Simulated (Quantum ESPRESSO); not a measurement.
**BiAu2 (Maldonite): zone-centre phonons**

Aim: the zone-centre modes of BiAu2 (Maldonite).

Method: DFT LDA, scalar-relativistic, plane waves, JTH PAW pseudopotentials, in Quantum ESPRESSO 7.5.

The database entry behind the starting cell is an old determination (1935), so it need not match the best structure at ambient conditions.

### 1. Set-up

Symmetry: Fd-3m, No. 227, cubic system. The conventional cell has a = 7.942 Å, b = 7.942 Å, c = 7.942 Å, α = 90.00°, β = 90.00°, γ = 90.00°. Nearest to Bi lie 12 Au at 3.29 Å and 4 Bi at 3.44 Å. Au has 6 Au at 2.81 Å and 6 Bi at 3.29 Å nearest. Farther neighbours are not listed.

### 2. A probe with smearing

A cheap run with smearing and empty bands tells whether the crystal has a gap, which decides between fixed occupations and smearing later on.

File probe.in:

```
&control
   calculation = 'scf'
   prefix = 'x'
   outdir = './tmp'
   pseudo_dir = './pseudo'
   tprnfor = .true.
   tstress = .true.
   verbosity = 'high'
/
&system
   ibrav = 0
   nat = 6
   ntyp = 2
   ecutwfc = 40.0
   ecutrho = 200.0
   occupations = 'smearing'
   smearing = 'gaussian'
   degauss = 0.01
/
&electrons
   conv_thr = 1.0d-07
   mixing_beta = 0.7
   electron_maxstep = 100
/
ATOMIC_SPECIES
 Bi    208.9804  Bi.upf
 Au    196.9666  Au.upf
CELL_PARAMETERS angstrom
     0.000000000    3.971000000    3.971000000
     3.971000000    0.000000000    3.971000000
     3.971000000    3.971000000    0.000000000
ATOMIC_POSITIONS crystal
 Bi     0.000000000   0.000000000   0.000000000
 Bi     0.250000000   0.250000000   0.250000000
 Au     0.625000000   0.625000000   0.625000000
 Au     0.125000000   0.625000000   0.625000000
 Au     0.625000000   0.625000000   0.125000000
 Au     0.625000000   0.125000000   0.625000000
K_POINTS automatic
 4 4 4 0 0 0
```

Run with:

```console
> OMP_NUM_THREADS=1 mpirun -n 4 pw.x -nk 4 -in probe.in > probe.out
```

The program printed:

```text
[banners, grids, parts of the stress and lines that vanish by symmetry left out]
Program PWSCF v.7.5
     file Bi.upf: wavefunction(s)  6S 0S 6P 0P 5D 0D renormalized
     file Au.upf: wavefunction(s)  6S 0S 6P 0P 5D 0D renormalized
[...]
kinetic-energy cutoff     =      40.0000  Ry
     charge density cutoff     =     200.0000  Ry
     scf convergence threshold =      1.0E-07
[...]
Exchange-correlation= SLA PW NOGX NOGC
                           (   1   4   0   0   0   0   0)
[...]
48 Sym. Ops., with inversion, found (24 have fractional translation)
[...]
(     0          1          0      )
                  (     0          0          1      )
[...]
( -0.0000000  1.0000000  0.0000000 )
                  ( -0.0000000  0.0000000  1.0000000 )
[...]
(     1          0         -1      )
[...]
number of k points=     8  Gaussian smearing, width (Ry)=  0.0100
[...]
End of self-consistent calculation
[...]
the Fermi energy is    14.2840 ev
!    total energy              =   -4784.19038300 Ry
[...]
convergence has been achieved in   8 iterations
[...]
atom    1 type  1   force =     0.00000000   -0.00000000   -0.00000000
     atom    2 type  1   force =     0.00000000   -0.00000000   -0.00000000
     atom    3 type  2   force =    -0.00000000    0.00000000   -0.00000000
     atom    4 type  2   force =     0.00000000    0.00000000   -0.00000000
     atom    5 type  2   force =    -0.00000000   -0.00000000   -0.00000000
     atom    6 type  2   force =    -0.00000000   -0.00000000   -0.00000000
[...]
Total force =     0.000000     Total SCF correction =     0.000000
[...]
total   stress  (Ry/bohr**3)                   (kbar)     P=      -33.49
[...]
XML data file, charge density, pseudopotentials, collected wavefunctions

   JOB DONE.
```

It took 13 s on 4 MPI ranks of Intel Xeon Platinum 8375C at 2.90GHz (Ice Lake), shared host.

Read from the output:

- volume per atom: 20.87 Å³
- pressure: -3.349 GPa
- gap on the k-mesh: 0 eV

No gap opens on this mesh, so smearing is kept; the start stands at -3.3 GPa.

### 3. Relaxing the cell and atoms

The relaxation runs at a cutoff a fifth above that of the response, since stress converges more slowly with the basis than frequencies do. Forces and stress are brought to rest with tight thresholds.

relax.in, as its differences from probe.in of step 2:

```diff
@@ -1,3 +1,3 @@
 &control
-   calculation = 'scf'
+   calculation = 'vc-relax'
    prefix = 'x'
@@ -7,3 +7,5 @@
    tstress = .true.
-   verbosity = 'high'
+   forc_conv_thr = 2.0d-05
+   etot_conv_thr = 1.0d-07
+   nstep = 40
 /
@@ -13,12 +15,17 @@
    ntyp = 2
-   ecutwfc = 40.0
-   ecutrho = 200.0
+   ecutwfc = 48
+   ecutrho = 240.0
    occupations = 'smearing'
-   smearing = 'gaussian'
-   degauss = 0.01
+   smearing = 'mv'
+   degauss = 0.02
 /
 &electrons
-   conv_thr = 1.0d-07
+   conv_thr = 1.0d-11
    mixing_beta = 0.7
    electron_maxstep = 100
+/
+&ions
+/
+&cell
+   press_conv_thr = 0.2
 /
```

Run with:

```console
> OMP_NUM_THREADS=1 mpirun -n 4 pw.x -nk 4 -in relax.in > relax.out
```

The program printed:

```text
[banners, grids, parts of the stress and lines that vanish by symmetry left out]
[banner, memory and clock lines left out]
Program PWSCF v.7.5

[...]
kinetic-energy cutoff     =      48.0000  Ry
     charge density cutoff     =     240.0000  Ry
     scf convergence threshold =      1.0E-11
[...]
energy convergence thresh.=      1.0E-07
     force convergence thresh. =      2.0E-05
     press convergence thresh. =      2.0E-01
     Exchange-correlation= SLA PW NOGX NOGC
                           (   1   4   0   0   0   0   0)
[...]
48 Sym. Ops., with inversion, found (24 have fractional translation)
[...]
number of k points=     8  Marzari-Vanderbilt smearing, width (Ry)=  0.0200
[...]
End of self-consistent calculation
[...]
the Fermi energy is    14.1212 ev
!    total energy              =   -4784.19061760 Ry
[...]
convergence has been achieved in  10 iterations
[...]
atom    1 type  1   force =     0.00000000   -0.00000000   -0.00000000
     atom    2 type  1   force =     0.00000000    0.00000000   -0.00000000
     atom    3 type  2   force =    -0.00000000   -0.00000000    0.00000000
     atom    4 type  2   force =    -0.00000000   -0.00000000   -0.00000000
     atom    5 type  2   force =     0.00000000    0.00000000   -0.00000000
     atom    6 type  2   force =    -0.00000000    0.00000000   -0.00000000
     Total force =     0.000000     Total SCF correction =     0.000000
[...]
total   stress  (Ry/bohr**3)                   (kbar)     P=      -33.17
[...]
number of bfgs steps    =   0
[...]
CELL_PARAMETERS (angstrom)
[...]
ATOMIC_POSITIONS (crystal)
Bi              -0.0000000000        0.0000000000       -0.0000000000
Bi               0.2500000000        0.2500000000        0.2500000000
Au               0.6250000000        0.6250000000        0.6250000000
Au               0.1250000000        0.6250000000        0.6250000000
[...]
New effective cutoffs (rho, wfc):  242.49   48.51
[...]
End of self-consistent calculation
[...]
the Fermi energy is    14.4691 ev
!    total energy              =   -4784.19284355 Ry
[...]
convergence has been achieved in  20 iterations
[...]
atom    1 type  1   force =     0.00000000   -0.00000000   -0.00000000
     atom    2 type  1   force =    -0.00000000   -0.00000000    0.00000000
     atom    3 type  2   force =     0.00000000   -0.00000000   -0.00000000
     atom    4 type  2   force =     0.00000000    0.00000000   -0.00000000
     atom    5 type  2   force =     0.00000000    0.00000000   -0.00000000
     atom    6 type  2   force =    -0.00000000    0.00000000   -0.00000000
     Total force =     0.000000     Total SCF correction =     0.000000
[...]
total   stress  (Ry/bohr**3)                   (kbar)     P=      -12.52
[...]
number of bfgs steps    =   1
[...]
CELL_PARAMETERS (angstrom)
[...]
ATOMIC_POSITIONS (crystal)
[...]
New effective cutoffs (rho, wfc):  244.14   48.84
[...]
End of self-consistent calculation
[...]
the Fermi energy is    14.6802 ev
!    total energy              =   -4784.19318241 Ry
[...]
convergence has been achieved in  27 iterations
[...]
atom    1 type  1   force =     0.00000000   -0.00000000   -0.00000000
     atom    2 type  1   force =     0.00000000    0.00000000    0.00000000
[...]
Total force =     0.000000     Total SCF correction =     0.000000
[...]
total   stress  (Ry/bohr**3)                   (kbar)     P=        0.79
[...]
number of bfgs steps    =   2
[...]
CELL_PARAMETERS (angstrom)
[...]
ATOMIC_POSITIONS (crystal)
[...]
New effective cutoffs (rho, wfc):  244.04   48.82
[...]
End of self-consistent calculation
[...]
the Fermi energy is    14.6677 ev
!    total energy              =   -4784.19318370 Ry
[...]
convergence has been achieved in  18 iterations
[...]
Total force =     0.000000     Total SCF correction =     0.000000
[...]
total   stress  (Ry/bohr**3)                   (kbar)     P=       -0.02
[...]
number of bfgs steps    =   3
[...]
small trust_radius: resetting bfgs history
[...]
CELL_PARAMETERS (angstrom)
[...]
ATOMIC_POSITIONS (crystal)
[...]
New effective cutoffs (rho, wfc):  244.04   48.82
[...]
End of self-consistent calculation
[...]
the Fermi energy is    14.6679 ev
!    total energy              =   -4784.19318370 Ry
[...]
convergence has been achieved in   8 iterations
[...]
atom    5 type  2   force =    -0.00000000    0.00000000   -0.00000000
     atom    6 type  2   force =     0.00000000    0.00000000   -0.00000000
     Total force =     0.000000     Total SCF correction =     0.000000
[...]
total   stress  (Ry/bohr**3)                   (kbar)     P=       -0.00
[...]
bfgs converged in   5 scf cycles and   4 bfgs steps
[...]
End of BFGS Geometry Optimization
     Final enthalpy           =   -4784.1931837009 Ry
     File ./tmp/x.bfgs deleted, as requested
[...]
CELL_PARAMETERS (angstrom)
[...]
ATOMIC_POSITIONS (crystal)
[...]
Au               0.6250000000        0.6250000000        0.1250000000
Au               0.6250000000        0.1250000000        0.6250000000
[...]
Final scf calculation at the relaxed structure.
[...]
kinetic-energy cutoff     =      48.0000  Ry
     charge density cutoff     =     240.0000  Ry
     scf convergence threshold =      1.0E-13
[...]
press convergence thresh. =      2.0E-01
     Exchange-correlation= SLA PW NOGX NOGC
                           (   1   4   0   0   0   0   0)
[...]
48 Sym. Ops., with inversion, found (24 have fractional translation)
[...]
number of k points=     8  Marzari-Vanderbilt smearing, width (Ry)=  0.0200
[...]
End of self-consistent calculation
[...]
the Fermi energy is    14.6679 ev
!    total energy              =   -4784.19288107 Ry
[...]
convergence has been achieved in  30 iterations
[...]
atom    1 type  1   force =     0.00000000    0.00000000    0.00000000
     atom    2 type  1   force =     0.00000000   -0.00000000   -0.00000000
     atom    3 type  2   force =     0.00000000   -0.00000000   -0.00000000
     atom    4 type  2   force =    -0.00000000    0.00000000    0.00000000
     atom    5 type  2   force =    -0.00000000   -0.00000000    0.00000000
     atom    6 type  2   force =    -0.00000000    0.00000000   -0.00000000
     Total force =     0.000000     Total SCF correction =     0.000000
[...]
total   stress  (Ry/bohr**3)                   (kbar)     P=        0.40
[...]
XML data file, charge density, pseudopotentials, collected wavefunctions
```

Elapsed: 2.4 min, on 4 MPI ranks; 9.4 min of CPU time.

The steps of the relaxation:

| step | energy less that of the first step (eV) | largest force (eV/Å) | pressure (GPa) | volume (Å³) |
| --- | --- | --- | --- | --- |
| 1 | 0.0000 | 0.0000 | -3.32 | 125.24 |
| 2 | -0.0303 | 0.0000 | -1.25 | 123.13 |
| 3 | -0.0349 | 0.0000 | 0.08 | 121.89 |
| 4 | -0.0349 | 0.0000 | 0.00 | 121.96 |
| 5 | -0.0349 | 0.0000 | 0.00 | 121.96 |
| 6 | -0.0308 | 0.0000 | 0.04 | 121.96 |

```
conventional cell, symmetrised  before  after  change
                         a (Å)   7.942  7.872  -0.9 %
                         b (Å)   7.942  7.872  -0.9 %
                         c (Å)   7.942  7.872  -0.9 %
              volume (Å³/atom)   20.87  20.33  -2.6 %
```

Final coordinates:

```cif
data_structure
_symmetry_space_group_name_H-M 'P 1'
_symmetry_Int_Tables_number 1
_cell_length_a 5.5664
_cell_length_b 5.5664
_cell_length_c 5.5664
_cell_angle_alpha 60.000
_cell_angle_beta 60.000
_cell_angle_gamma 60.000
_cell_volume 121.96
loop_
_atom_site_label
_atom_site_type_symbol
_atom_site_fract_x
_atom_site_fract_y
_atom_site_fract_z
_atom_site_occupancy
Bi1 Bi 0.00000 0.00000 0.00000 1
Bi2 Bi 0.25000 0.25000 0.25000 1
Au3 Au 0.62500 0.62500 0.62500 1
Au4 Au 0.12500 0.62500 0.62500 1
Au5 Au 0.62500 0.62500 0.12500 1
Au6 Au 0.62500 0.12500 0.62500 1
```

The last row of the table of steps is pw.x's closing run on a basis chosen anew for the final cell, so its energy can jump.

Numbers from this step:

```yaml
volume_per_atom: 20.33 Å³
pressure: 0.04 GPa
```

The volume changes by -2.6 % from the cell with which this run began.

### 4. Ground state

The response is built on this ground state, so it is converged far tighter than an energy would need. Smearing stays on, as the first look found no gap above 0.3 eV.

File scf.in:

```
&control
   calculation = 'scf'
   prefix = 'x'
   outdir = './tmp'
   pseudo_dir = './pseudo'
   tprnfor = .true.
   tstress = .true.
/
&system
   ibrav = 0
   nat = 6
   ntyp = 2
   ecutwfc = 40.0
   ecutrho = 200.0
   occupations = 'smearing'
   smearing = 'mv'
   degauss = 0.02
/
&electrons
   conv_thr = 1.0d-12
   mixing_beta = 0.7
   electron_maxstep = 100
/
ATOMIC_SPECIES
 Bi    208.9804  Bi.upf
 Au    196.9666  Au.upf
CELL_PARAMETERS angstrom
     0.000000000    3.936053034    3.936053034
     3.936053034    0.000000000    3.936053034
     3.936053034    3.936053034    0.000000000
ATOMIC_POSITIONS crystal
 Bi     0.000000000   0.000000000   0.000000000
 Bi     0.250000000   0.250000000   0.250000000
 Au     0.625000000   0.625000000   0.625000000
 Au     0.125000000   0.625000000   0.625000000
 Au     0.625000000   0.625000000   0.125000000
 Au     0.625000000   0.125000000   0.625000000
K_POINTS automatic
 4 4 4 0 0 0
```

Run with:

```console
> OMP_NUM_THREADS=1 mpirun -n 4 pw.x -nk 4 -in scf.in > scf.out
```

The program printed:

```text
[banners, grids, parts of the stress and lines that vanish by symmetry left out]
[banner, memory and clock lines left out]
Program PWSCF v.7.5

[...]
kinetic-energy cutoff     =      40.0000  Ry
     charge density cutoff     =     200.0000  Ry
     scf convergence threshold =      1.0E-12
[...]
Exchange-correlation= SLA PW NOGX NOGC
                           (   1   4   0   0   0   0   0)
[...]
48 Sym. Ops., with inversion, found (24 have fractional translation)
[...]
number of k points=     8  Marzari-Vanderbilt smearing, width (Ry)=  0.0200
[...]
End of self-consistent calculation
[...]
the Fermi energy is    14.6684 ev
!    total energy              =   -4784.19122300 Ry
[...]
convergence has been achieved in  12 iterations
[...]
atom    1 type  1   force =    -0.00000000   -0.00000000    0.00000000
     atom    2 type  1   force =     0.00000000   -0.00000000   -0.00000000
     atom    3 type  2   force =    -0.00000000    0.00000000   -0.00000000
     atom    4 type  2   force =     0.00000000    0.00000000   -0.00000000
     atom    5 type  2   force =     0.00000000    0.00000000   -0.00000000
     atom    6 type  2   force =    -0.00000000    0.00000000   -0.00000000
     Total force =     0.000000     Total SCF correction =     0.000000
[...]
total   stress  (Ry/bohr**3)                   (kbar)     P=       -0.67
[...]
XML data file, charge density, pseudopotentials, collected wavefunctions
```

The job ended after 18 s (4 MPI ranks).

Read from the output:

| Quantity | Value |
| --- | --- |
| pressure | -0.067 GPa |

The cell stands at -0.067 GPa, close enough for phonons.

(Part 1 of 2 ends here.)

[Host names and launcher messages were left out of these logs when they were recorded.]

[Logs are printed without paths, hosts, clocks, repeated set-up lines and the standing remarks that a program may print on its own settings, such as how far it seeks lower states.]

[Hosts, paths, dates, database ids (printed as entryN), source tags and the programs' standing remarks are cut or masked in the printed files.]
